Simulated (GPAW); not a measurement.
Computed results, one entry a study.

**Quasiparticle gap of AlGaN2 (P3m1) in GPAW**

Symmetry: P3m1, No. 156, trigonal system. The conventional cell has a = 3.145 Å, b = 3.145 Å, c = 5.097 Å, α = 90.00°, β = 90.00°, γ = 120.00°. Nearest to Al lie 4 N at 1.89 to 1.90 Å. Nearest to Ga lie 4 N at 1.93 to 1.96 Å. Nearest to N lie 3 Al at 1.90 Å and 1 Ga at 1.96 Å. Nearest to N lie 1 Al at 1.89 Å and 3 Ga at 1.93 Å. Farther neighbours and most contacts between anions are not listed.

| Item | Value |
| --- | --- |
| method | DFT, LDA, plane waves, PAW (and 1 further level or step) |
| program | GPAW 26.7.0 |
| settings of one run | cutoff 600 eV, GPAW PAW setups 1.2.1 data release, 3×3×4 k-mesh, nbands 80 |
| cost | 3 runs, 36 s in all on 4 MPI ranks of Arm Neoverse V1, shared host (the runs of this entry) |
| notes | The cell and positions are those that the Materials Project relaxed with its own functionals (PBE, PBE+U or r2SCAN), kept fixed. Limits: no spin-orbit coupling. Bands and cutoff are finite, so the gap is not at the basis limit. The miss can reach some tenths of an eV and take either sign; the mesh is an error of its own. The 3×3×4 mesh is coarse for this cell, which bears on the long-range parts of exchange and screening. |
| LDA gap | 2.98 eV, direct |
| G0W0 gap on the mesh | 4.43 eV |
| GW settings | 3×3×4 mesh, 70 bands, screening to 80 eV, Godby-Needs plasmon pole |
| known limits | not at the basis limit; no spin-orbit coupling; coarse k mesh |

G0W0 moves the gap on the mesh from 2.98 eV to 4.43 eV (+1.45 eV), with Z of 0.79 and 0.82 at the edges. Only 1 of the mesh's irreducible points was corrected, so a valley elsewhere could overtake.

[Runs of the session that timed out or met a known fault of the program may be left out.]

[Hosts, paths, dates, database ids (printed as entryN), source tags and the programs' standing remarks are cut or masked in the printed files.]
